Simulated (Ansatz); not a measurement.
In doubt: masses and optical values from hybrid runs of this build are listed as unsure (in some of the runs), which bears on the screening that GW takes from such a start; one-shot GW on d or f shells is unsure (in some of the runs), so the values of those runs are not to be relied on.

System: Cs2AgSbBr6 (Fm-3m).

```
Cs Ag Sb Br
1.0
     0.00000    5.68925    5.68925
     5.68925    0.00000    5.68925
     5.68925    5.68925    0.00000
Cs Ag Sb Br
2 1 1 6
Direct
  0.75000 0.75000 0.75000
  0.25000 0.25000 0.25000
  0.50000 0.50000 0.50000
  0.00000 0.00000 0.00000
  0.75155 0.24845 0.24845
  0.24845 0.24845 0.75155
  0.24845 0.75155 0.75155
  0.24845 0.75155 0.24845
  0.75155 0.24845 0.75155
  0.75155 0.75155 0.24845
```

The cell and positions are those that the Materials Project relaxed with its own functionals (PBE, PBE+U or r2SCAN), kept fixed. Spin-orbit coupling is left out unless a run names it.

Gaps computed with Ansatz 0.2.0 without a self-energy: HSE06 1.66 eV, r2SCAN 1.20 eV and PBE0 2.32 eV.

Q: Estimate the G0W0@HSE06 gap with 2×2×2 mesh, 1099 empty bands, screening to 120 eV, PAW set soft_1 files.

About 2.22 eV: on its mesh the run moves the gap from 1.66 eV by +0.55 eV. Among the scalar-relativistic levels given, PBE0 is nearest (+0.10 eV). Bands and cutoff are finite, so the gap is not at the basis limit. The miss can reach some tenths of an eV and take either sign; the mesh is an error of its own. The 2×2×2 mesh is coarse for this cell (its supercell is 16 Å along the shortest edge). The RPA ε∞ on it, from the HSE06 start, is 4.45; such meshes misread the long-range screening, most where the gap is narrow. A d shell, filled or nearly so, lies near the gap. One-shot GW converges very slowly in bands there, not always from below, and on a semilocal start the gap tends to come out low; starts rich in exact exchange can overshoot instead. The many-body steps are scalar-relativistic: spin-orbit coupling is not in them.

[Paths, hosts, dates, memory and timing lines, banners, echoed tables and standing remarks are left out of the program output.]

[Logs are printed without paths, hosts, clocks, repeated set-up lines and the standing remarks that a program may print on its own settings, such as how far it seeks lower states.]

[Runs of the session that timed out or met a known fault of the program may be left out.]

[Cells called generated may have been cut or substituted from an entry of the Crystallography Open Database or the Materials Project.]

[Hosts, paths, dates, database ids (printed as entryN), source tags and the programs' standing remarks are cut or masked in the printed files.]
